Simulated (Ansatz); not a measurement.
# Quasi-harmonic thermodynamics of CdS (Hawleyite, F-43m)

How much does CdS (Hawleyite) expand with temperature?

Program: Ansatz 0.2.0. Level of theory: DFT PBE+D3(BJ), scalar-relativistic, plane waves, PAW. Results are calculated unless marked as measured.

Report form: the programs' logs are mostly left out.

## 1. Starting point

The structure is cubic, space group F-43m (No. 216). The conventional cell has a = 5.833 Å, b = 5.833 Å, c = 5.833 Å, α = 90.00°, β = 90.00°, γ = 90.00°. Cd has 4 S at 2.53 Å nearest. Nearest to S lie 4 Cd at 2.53 Å. Farther neighbours and most contacts between anions are not listed.

## 2. Probe on a coarse mesh

A cheap single point shows whether the cell is a metal or an insulator and how far it is from rest; that sets the k-mesh and the occupations of what follows.

File input.yaml:

```yaml
crystal:
  lattice:
    - [0.0, 2.9165, 2.9165]
    - [2.9165, 0.0, 2.9165]
    - [2.9165, 2.9165, 0.0]
  atoms:
    - { symbol: Cd, position: [0.0, 0.0, 0.0] }
    - { symbol: S, position: [0.25, 0.25, 0.25] }
kpoints:
  mp_grid: { grid: [6, 6, 6] }
hamiltonian:
  xc: pbe
  dispersion: d3bj
scf:
  occupations: { method: gaussian, width: 0.1 }
output:
  forces: true
  stress: true
  eigenvalues: true
```

Started as:

```bash
ansatz run input.yaml --threads 4 --pin off --max-ram 8192MiB --backend cpu --events-out ev --progress --plain --runs-dir out
```

Elapsed: 0.31 s, on 4 threads of Intel Xeon Platinum 8559C (Emerald Rapids), shared host; peak memory 0.37 GiB.

This step gave:

```yaml
pressure: 0.6211 GPa
gap_on_the_k_mesh: 1.144 eV
volume_per_atom: 24.81 Å³
```

The start is under 0.62 GPa at this level and looks like an insulator or semiconductor on this mesh.

## 3. Finding the static equilibrium

Phonons are second derivatives about a minimum, so cell and atoms are relaxed first, inside the symmetry of the start.

input.yaml, the sections that differ from step 2:

```yaml
kpoints:
  mp_grid: { grid: [8, 8, 8] }
scf:
  occupations: { method: gaussian, width: 0.02 }
relax:
  adjacent_minimum: "off"
  f_tol: 0.005
  max_steps: 80
  cell: { stress_tol: 0.05 }
# crystal, hamiltonian, output: as in step 2
```

It took 2 s on 4 threads; peak memory 0.43 GiB.

The steps of the relaxation:

```tsv
step	energy less that of the first step (eV)	largest force component (eV/Å)	pressure (GPa)	volume (Å³)
1	0.0000	0.0000	0.61	49.62
2	-0.0009	0.0000	0.02	50.10
3*	-0.0010	0.0000	0.02	50.10
```

Relaxation steps marked * repeat the geometry before them on a plane-wave basis chosen anew for their cell, so energy and pressure can jump there.

The run keeps the 24 symmetry operations that it works with, so distortions that break them were not tested.

```tsv
conventional cell, symmetrised	before	after	change
a (Å)	5.833	5.852	+0.3 %
b (Å)	5.833	5.852	+0.3 %
c (Å)	5.833	5.852	+0.3 %
volume (Å³/atom)	24.81	25.05	+1.0 %
```

The relaxed structure:

```cif
data_structure
_symmetry_space_group_name_H-M 'P 1'
_symmetry_Int_Tables_number 1
_cell_length_a 4.1381
_cell_length_b 4.1381
_cell_length_c 4.1381
_cell_angle_alpha 60.000
_cell_angle_beta 60.000
_cell_angle_gamma 60.000
_cell_volume 50.10
loop_
_atom_site_label
_atom_site_type_symbol
_atom_site_fract_x
_atom_site_fract_y
_atom_site_fract_z
_atom_site_occupancy
Cd1 Cd 0.00000 0.00000 0.00000 1
S2 S 0.25000 0.25000 0.25000 1
```

This step gave:

```yaml
pressure: 0.02139 GPa
gap_on_the_k_mesh: 1.124 eV
volume_per_atom: 25.05 Å³
```

The relaxation ends with a pressure of 0.02 GPa.

## 4. Relaxing to small residual forces and stress

The relaxation is repeated with tighter thresholds on force and stress, since phonons are sensitive to what is left; a change of mesh or smearing in the input moves the cell too.

input.yaml, the sections that differ from step 3:

```yaml
crystal:
  lattice:
    - [0.0, 2.9260453199, 2.9260453199]
    - [2.9260453199, 0.0, 2.9260453199]
    - [2.9260453199, 2.9260453199, 0.0]
  atoms:
    - { symbol: Cd, position: [0.0, 0.0, 0.0] }
    - { symbol: S, position: [0.25, 0.25, 0.25] }
scf:
  occupations: { method: fixed }
relax:
  adjacent_minimum: "off"
  f_tol: 0.001
  max_steps: 60
  cell: { stress_tol: 0.01 }
# kpoints, hamiltonian, output: as in step 3
```

It took 2 s on 4 threads; peak memory 0.42 GiB; 6.9 s of CPU time.

Little changed from the start: no atom moved by 0.005 Å and no cell edge by 0.1 %.

This step gave:

```
pressure        : 5.57e-4 GPa
volume per atom : 25.06 Å³
```

The residual pressure is 5.6e-4 GPa, small enough for phonons.

## 5. An input with a fault

This input was changed on purpose, to see how the program answers.

File input.yaml:

```yaml
crystal:
  lattice:
    - [0.0, 2.9263903678, 2.9263903678]
    - [2.9263903678, 0.0, 2.9263903678]
    - [2.9263903678, 2.9263903678, 0.0]
  atoms:
    - { symbol: Cd, position: [0.0, 0.0, 0.0] }
    - { symbol: S, position: [0.25, 0.25, 0.25] }
kpoints:
  mp_grid: { grid: [8, 8, 8] }
hamiltonian:
  xc: pbe
  dispersion: d3bj
scf:
  occupations: { method: fixed }
  max_iter: 50
output:
  eigenvalues: true
phonons:
  supercell: [2, 2, 2]
  qmesh: [4, 4, 4]
  thermal_expansion: {}
```

It took 0.02 s on 4 threads; peak memory 0.042 GiB; 0.02 s of CPU time.

The program refused the input before any cycle.

The program's message: “Error: invalid value for `phonons.qmesh`: set beside supercell — each asks for the run's force constants: supercell solves them in one diagonal repeat, and qmesh at the wavevectors of a mesh, each in …”

The fault put into the input: a supercell and a q mesh together.

## 6. Phonons on strained cells

The study relaxes the crystal at several strains, solves the phonons on some of them and minimises the free energy at each temperature (static energy, vibrations, the electrons in a metal, and PV under a set pressure); the q-mesh sets how far the force constants reach.

Changes to input.yaml since step 5:

```diff
@@ -15,3 +15,2 @@
   occupations: { method: fixed }
-  max_iter: 50
 output:
@@ -19,4 +18,5 @@
 phonons:
-  supercell: [2, 2, 2]
+  method: dfpt
   qmesh: [4, 4, 4]
+  temperatures: { t_max: 800.0, t_step: 50 }
   thermal_expansion: {}
```

It took 6.9 min on 4 threads; peak memory 1.5 GiB.

Numbers from this step:

- pressure: 1.11e-4 GPa
- volume expansion coefficient at 298 K: 11.88 1e-6/K
- C_P at 298 K: 23.20 J/mol-atom/K
- entropy at 298 K: 36.77 J/mol-atom/K
- isothermal bulk modulus at 298 K: 54.54 GPa
- Grüneisen parameter at 298 K: 0.4243
- volume at 298 K: 25.19 Å³/atom
- principal linear expansion coefficients at 298 K: 3.96, 3.96, 3.96 1e-6/K

Strained cells of the study; zero-point energy where phonons were solved; the pressures are stresses at a fixed cutoff and can carry an offset from the finite basis. Expansion cells, by row:

```tsv
cell	|a| (Å)	|b| (Å)	|c| (Å)	V (Å³/atom)	E - E_lowest (meV/atom)	pressure, compression positive (GPa)	gap (eV)	zero-point energy (meV/atom)
1	4.139	4.139	4.139	25.06	0	-0.018	1.124	-
2	4.172	4.172	4.172	25.67	2.583	-1.351	1.072	-
3	4.106	4.106	4.106	24.47	2.691	1.47	1.175	-
4	4.139	4.139	4.139	25.07	0.001	-0.032	1.124	32.1
5	4.16	4.16	4.16	25.44	1.053	-0.883	1.091	31.51
6	4.149	4.149	4.149	25.24	0.241	-0.437	1.108	31.83
7	4.168	4.168	4.168	25.6	2.037	-1.207	1.078	31.27
8	4.098	4.098	4.098	24.33	4.172	1.854	1.187	-
9	4.118	4.118	4.118	24.69	1.013	0.879	1.156	-
10	4.182	4.182	4.182	25.87	4.498	-1.753	1.055	-
```

Quasi-harmonic; a, b, c are the run's own cell vectors. Expansion, by row:

```tsv
T (K)	a (Å)	b (Å)	c (Å)	alpha (deg)	beta (deg)	gamma (deg)	cell volume (Å³/cell)	alpha_a (1e-6/K)	alpha_b (1e-6/K)	alpha_c (1e-6/K)	alpha_V (1e-6/K)	C_P (J/mol-atom/K)	C_V (J/mol-atom/K)	S (J/mol-atom/K)	B_T (GPa)	B_S (GPa)	Grueneisen	extrapolation	fit error (1e-6/K)
0	4.145	4.145	4.145	60	60	60	50.34	0	0	0	0	0	0	0	57.99	57.99	-	0	0
50	4.144	4.144	4.144	60	60	60	50.32	-3.09	-3.09	-3.09	-9.27	8.923	8.92	6.753	57.77	57.8	-0.909	0	0.01
100	4.144	4.144	4.144	60	60	60	50.31	-0.66	-0.66	-0.66	-1.97	15.25	15.25	14.97	57.25	57.26	-0.112	0	0.01
150	4.144	4.144	4.144	60	60	60	50.31	1.49	1.49	1.49	4.46	19.22	19.22	21.99	56.61	56.62	0.199	0	0.01
200	4.144	4.144	4.144	60	60	60	50.33	2.73	2.73	2.73	8.19	21.34	21.33	27.84	55.92	55.95	0.325	0	0.01
250	4.145	4.145	4.145	60	60	60	50.35	3.48	3.48	3.48	10.44	22.52	22.49	32.74	55.22	55.28	0.388	0	0.01
298.1	4.146	4.146	4.146	60	60	60	50.38	3.96	3.96	3.96	11.88	23.2	23.17	36.77	54.54	54.62	0.424	0	0.01
300	4.146	4.146	4.146	60	60	60	50.38	3.98	3.98	3.98	11.93	23.22	23.19	36.91	54.52	54.6	0.425	0	0.01
350	4.147	4.147	4.147	60	60	60	50.41	4.34	4.34	4.34	13.01	23.68	23.63	40.53	53.81	53.92	0.45	0	0.02
400	4.147	4.147	4.147	60	60	60	50.45	4.62	4.62	4.62	13.86	23.99	23.93	43.71	53.11	53.25	0.467	0	0.02
450	4.148	4.148	4.148	60	60	60	50.48	4.86	4.86	4.86	14.58	24.21	24.13	46.55	52.41	52.58	0.481	0	0.02
500	4.149	4.149	4.149	60	60	60	50.52	5.07	5.07	5.07	15.21	24.38	24.29	49.11	51.72	51.91	0.493	0	0.02
550	4.151	4.151	4.151	60	60	60	50.56	5.27	5.27	5.27	15.8	24.5	24.4	51.44	51.03	51.25	0.503	0	0.02
600	4.152	4.152	4.152	60	60	60	50.6	5.45	5.45	5.45	16.34	24.61	24.48	53.58	50.34	50.59	0.512	0	0.02
650	4.153	4.153	4.153	60	60	60	50.64	5.62	5.62	5.62	16.87	24.69	24.55	55.55	49.66	49.95	0.52	0	0.02
700	4.154	4.154	4.154	60	60	60	50.69	5.8	5.8	5.8	17.39	24.76	24.61	57.38	48.99	49.31	0.528	0	0.02
750	4.155	4.155	4.155	60	60	60	50.73	5.97	5.97	5.97	17.9	24.83	24.65	59.09	48.33	48.67	0.536	0	0.02
800	4.156	4.156	4.156	60	60	60	50.78	6.14	6.14	6.14	18.41	24.88	24.68	60.7	47.67	48.05	0.544	0	0.02
```

Table of expansion coefficient by temperature; values in 1e-6/K:

```tsv
temperature (K)	volume	principal 1
0	0	0
50	-9.27	-3.09
100	-1.97	-0.66
150	4.46	1.49
200	8.19	2.73
250	10.4	3.48
298	11.9	3.96
300	11.9	3.98
350	13.0	4.34
400	13.9	4.62
450	14.6	4.86
500	15.2	5.07
550	15.8	5.27
600	16.3	5.45
650	16.9	5.62
700	17.4	5.8
750	17.9	5.97
800	18.4	6.14
```

At 298 K the volume expansion is 11.9 × 10⁻⁶/K and B_T is 54.5 GPa. The program raised the cutoff to 487.2 eV by itself: with no cutoff typed, the study takes about 1.16 times the default for its relaxations and scales it with the volume for the phonons.

## 7. Summary of results

* settings of these figures: PBE+D3(BJ), 487.2 eV, k 8×8×8, q 4×4×4
* volume expansion coefficient at 298 K: 11.88 1e-6/K
* C_P at 298 K: 23.20 J/mol-atom/K
* entropy at 298 K: 36.77 J/mol-atom/K
* isothermal bulk modulus at 298 K: 54.54 GPa
* Grüneisen parameter at 298 K: 0.4243
* volume at 298 K: 25.19 Å³/atom
* principal linear expansion coefficients at 298 K: 3.96, 3.96, 3.96 1e-6/K

**Reading.** Near room temperature CdS (Hawleyite) expands by 11.9 × 10⁻⁶/K in volume by PBE+D3(BJ), with C_P = 23.2 J/(mol K) per mole of atoms and B_T = 54.5 GPa. At low temperature the volume shrinks on warming, because modes with negative Grüneisen parameters outweigh the rest; the coefficient turns positive near 120 K. C_P at room temperature is 93 % of the classical 3R an atom. The interpolation has no quadrupole term, so branches near the zone centre are less sure, since this crystal has sites that are not centres of inversion. The dispersion term is taken with its C6 weights frozen at the crystal at rest, in the force constants and, in the expansion study, in the energies too.

[Logs are printed without paths, hosts, clocks, repeated set-up lines and the standing remarks that a program may print on its own settings, such as how far it seeks lower states.]

[Hosts, paths, dates, database ids (printed as entryN), source tags and the programs' standing remarks are cut or masked in the printed files.]

[A step with changed settings may run another functional than the one named; its input shows which.]

[Pressures of single members of a volume series are the stress at the run's cutoff; with an incomplete basis they can lie off −dE/dV of the same runs, and they are not shown converged.]
